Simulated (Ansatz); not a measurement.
# KVF3 (cubic perovskite) (Pm-3m): how robust is the cRPA U?, part 2 of 2

Wanted: the sensitivity and cost of U and J for KVF3 (cubic perovskite) (Pm-3m).

Ansatz 0.2.0; constrained RPA on LDA, plane waves, PAW.

So far. Step 4 (Changed: 2×2×2 mesh): On the V t2g shell, screening brings the on-site interaction from 17.7 eV down to U = 6.86 eV.

The structure was built from a prototype and need not be the compound's stable phase.

## 6. Changed: accuracy high

input.yaml reads:

```yaml
crystal:
  lattice:
    - [0.0, -3.95648778, 0.0]
    - [0.0, 0.0, 3.95648778]
    - [-3.95648778, 0.0, 0.0]
  atoms:
    - { symbol: K, position: [0.0, 0.0, 0.0] }
    - { symbol: V, position: [0.5, 0.5, 0.5] }
    - { symbol: F, position: [0.5, 0.5, 0.0] }
    - { symbol: F, position: [0.5, 0.0, 0.5] }
    - { symbol: F, position: [0.0, 0.5, 0.5] }
kpoints:
  mp_grid: { grid: [6, 6, 6] }
hamiltonian:
  xc: lda
scf:
  occupations: { method: gaussian, width: 0.08 }
  n_extra_bands: 19
  max_iter: 150
  lower_state_search: "off"
output:
  crpa:
    kmesh: [4, 4, 4]
    target_bands: [v2, c1]
    projections: [{ species: V, l: d, shell: 3, orbitals: [dxz, dyz, dxy] }]
    accuracy: high
```

The run is started by

```bash
$ ansatz run input.yaml --threads 4 --pin off --max-ram 9216MiB --backend cpu --events-out ev --progress --plain --runs-dir out
```

Numbers of over 12 decimals in the logs are rounded to 6 here.

The program printed:

```text
[...]
Crystal: 5 atoms, lattice volume = 61.934 Å³
Basis set: ecut = 420 eV, 1213 PW (Γ)
Bands: 41, of which v1, the nominal top of the filled ones, is band 22 counted from 1 (21 counted from 0)
Symmetry: 48 space group operations
[...]
k-points: 20 of 216
[...]
k-point 19: bands = [... 18 lower, 3.7144, 3.7144, 11.8136, 11.8136, 11.8136, 14.2758, 14.2758, 14.6222, ... 15 higher]
[...]
χ-basis size per q: N_G = 208..251
[...]
Site 1, 3D, 3 of 5 d orbitals (Wannier functions 1, 2, 3; wannier90's mr 2, 3, 5):
      screened: U = 6.5368 eV, U' = 5.5510 eV, J = 0.4720 eV
      screened, to within: U = 5.9e-4 eV, U' = 5.9e-4 eV, J = 6.0e-5 eV
      bare: V = 17.3939 eV, V' = 16.1247 eV, J = 0.6330 eV
[...]
[key lines of the parts left out:]
SCF converged after 8 iterations
Free energy (F): -6741.627698 eV
Fermi energy:    11.108227 eV
```

Wall time 76 s (4 threads of Arm Neoverse N1, shared host); peak memory 0.6 GiB; 4.8 min of CPU time.

This step gave:

```yaml
u: 6.537 eV
u_prime_inter_orbital: 5.551 eV
j: 0.4720 eV
bare_v: 17.39 eV
bare_j: 0.6330 eV
stated_bound_on_u: 5.87e-4 eV
u_over_bare_v: 0.3758
electrons_in_the_window: 3.000
head_of_the_constrained_inverse_dielectric_matrix: 0.3800
least_eigenvalue_of_the_projection_s_overlap: 0.8746
target_functions: 3
bands_in_the_sums: 46
width_of_the_target_bands: 1.594 eV
weight_of_the_projected_orbitals_in_the_window: 0.9203
```

On the V t2g shell, screening brings the on-site interaction from 17.4 eV down to U = 6.54 eV.

## 7. Changed: a hybrid parent, which the program doesn't serve

This step: constrained RPA on HSE06, plane waves, PAW.

Edit input.yaml of step 6 so:

```diff
@@ -14,3 +14,3 @@
 hamiltonian:
-  xc: lda
+  xc: hse06
 scf:
@@ -25,2 +25 @@
     projections: [{ species: V, l: d, shell: 3, orbitals: [dxz, dyz, dxy] }]
-    accuracy: high
```

The program printed:

```text
Error: output.crpa with hamiltonian.xc: <hybrid> — the cRPA pass is not lent the exchange term, and with exact exchange the velocity is complete only between two filled bands or a filled and an empty one, where its q→0 head needs it between a partly filled band and a filled or an empty one too; use an LDA or GGA functional, or a τ-reading meta-GGA without exact exchange such as r2scan
```

It took 0.04 s on 4 threads; peak memory 0.031 GiB.

The input was rejected at the start.

The program's message: “Error: output.crpa with hamiltonian.xc: <hybrid> — the cRPA pass is not lent the exchange term, and with exact exchange the velocity is complete only between two filled bands or a filled and an empty …”

The fault put into this input: a hybrid parent, which the program doesn't serve.

## 8. Changed: volume -3 %

This step: constrained RPA on LDA, plane waves, PAW.

The cell differs from the one that the last finished run ended in (a 3.956 → 3.917 Å, b 3.956 → 3.917 Å, c 3.956 → 3.917 Å).

Edit input.yaml of step 7 so:

```diff
@@ -2,5 +2,5 @@
   lattice:
-    - [0.0, -3.95648778, 0.0]
-    - [0.0, 0.0, 3.95648778]
-    - [-3.95648778, 0.0, 0.0]
+    - [0.0, -3.9165205244, 0.0]
+    - [0.0, 0.0, 3.9165205244]
+    - [-3.9165205244, 0.0, 0.0]
   atoms:
@@ -14,3 +14,3 @@
 hamiltonian:
-  xc: hse06
+  xc: lda
 scf:
@@ -25 +25,6 @@
     projections: [{ species: V, l: d, shell: 3, orbitals: [dxz, dyz, dxy] }]
+  local_orbitals:
+    kmesh: [8, 8, 8]
+    orbitals: [{ species: V, l: d, shell: 3, orbitals: [dxz, dyz, dxy] }]
+    window: { bands: [v2, c1] }
+    seedname: lo
```

The program printed:

```text
[...]
Crystal: 5 atoms, lattice volume = 60.076 Å³
Basis set: ecut = 420 eV, 1189 PW (Γ)
Bands: 41, of which v1, the nominal top of the filled ones, is band 22 counted from 1 (21 counted from 0)
Symmetry: 48 space group operations
[...]
k-points: 20 of 216
[...]
k-point 19: bands = [... 18 lower, 4.0510, 4.0510, 12.3458, 12.3458, 12.3458, 14.9276, 14.9276, 15.0832, ... 15 higher]
[...]
χ-basis size per q: N_G = 203..228
[...]
Site 1, 3D, 3 of 5 d orbitals (Wannier functions 1, 2, 3; wannier90's mr 2, 3, 5):
      screened: U = 6.4981 eV, U' = 5.5175 eV, J = 0.4710 eV
      screened, to within: U = 1.1e-2 eV, U' = 1.1e-2 eV, J = 2.0e-3 eV
      bare: V = 17.3485 eV, V' = 16.0840 eV, J = 0.6307 eV
[...]
[key lines of the parts left out:]
SCF converged after 8 iterations
Free energy (F): -6741.608274 eV
Fermi energy:    11.596710 eV
```

Elapsed: 44 s, on 4 threads; peak memory 0.53 GiB; 2.8 min of CPU time.

This step gave:

| Quantity | Value |
| --- | --- |
| U | 6.498 eV |
| U prime (inter-orbital) | 5.518 eV |
| J | 0.4710 eV |
| bare V | 17.35 eV |
| bare J | 0.6307 eV |
| stated bound on U | 0.01071 eV |
| U over bare V | 0.3746 |
| electrons in the window | 3.000 |
| head of the constrained inverse dielectric matrix | 0.3769 |
| least eigenvalue of the projection's overlap | 0.8707 |
| target functions | 3 |
| bands in the sums | 46 |
| r.m.s. miss of the model bands | 4.90e-5 eV |
| width of the target bands | 1.698 eV |
| weight of the projected orbitals in the window | 0.9171 |

On the V t2g shell, screening brings the on-site interaction from 17.3 eV down to U = 6.50 eV.

## 9. Side by side

Times are wall times on 4 threads of Arm Neoverse N1, shared host, good to a factor of about two.

| run | bare V (eV) | U (eV) | J (eV) | bound on U (eV) | width (eV) | time |
| --- | --- | --- | --- | --- | --- | --- |
| target window | 17.39 | 6.535 | 0.472 | 0.0082 | 1.59 | 52 s |
| 6×6×6 mesh | 17.38 | 6.548 | 0.472 | 0.0110 | 1.59 | 4 min |
| 2×2×2 mesh | 17.65 | 6.864 | 0.474 | 0.0060 | 1.59 | 11 s |
| accuracy high | 17.39 | 6.537 | 0.472 | 0.0006 | 1.59 | 76 s |
| volume -3 % | 17.35 | 6.498 | 0.471 | 0.0107 | 1.70 | 44 s |

## 10. Outcome

```yaml
target_window: U 6.54 eV, J 0.47 eV
6x6x6_mesh: U 6.55 eV, J 0.47 eV
2x2x2_mesh: U 6.86 eV, J 0.47 eV
accuracy_high: U 6.54 eV, J 0.47 eV
volume_minus_3: U 6.50 eV, J 0.47 eV
```

What this shows: 6×6×6 mesh moves U by +0.01 eV (within the solver's bounds, for the mean over orbitals) at 4.6 times the time. 2×2×2 mesh moves U by +0.33 eV at 0.21 times the time. Accuracy high moves U by +0.001 eV (within the solver's bounds, for the mean over orbitals). Volume -3 % moves U by −0.04 eV. The printed bound covers the solver alone, not the mesh. The parent state is non-magnetic and the interaction static (zero frequency); U depends on the window and the orbitals, so it belongs to this model alone.

[Paths, hosts, dates, memory and timing lines, banners, echoed tables and standing remarks are left out of the program output.]

[Logs are printed without paths, hosts, clocks, repeated set-up lines and the standing remarks that a program may print on its own settings, such as how far it seeks lower states.]

[Runs of the session that timed out or met a known fault of the program may be left out.]

[Hosts, paths, dates, database ids (printed as entryN), source tags and the programs' standing remarks are cut or masked in the printed files.]
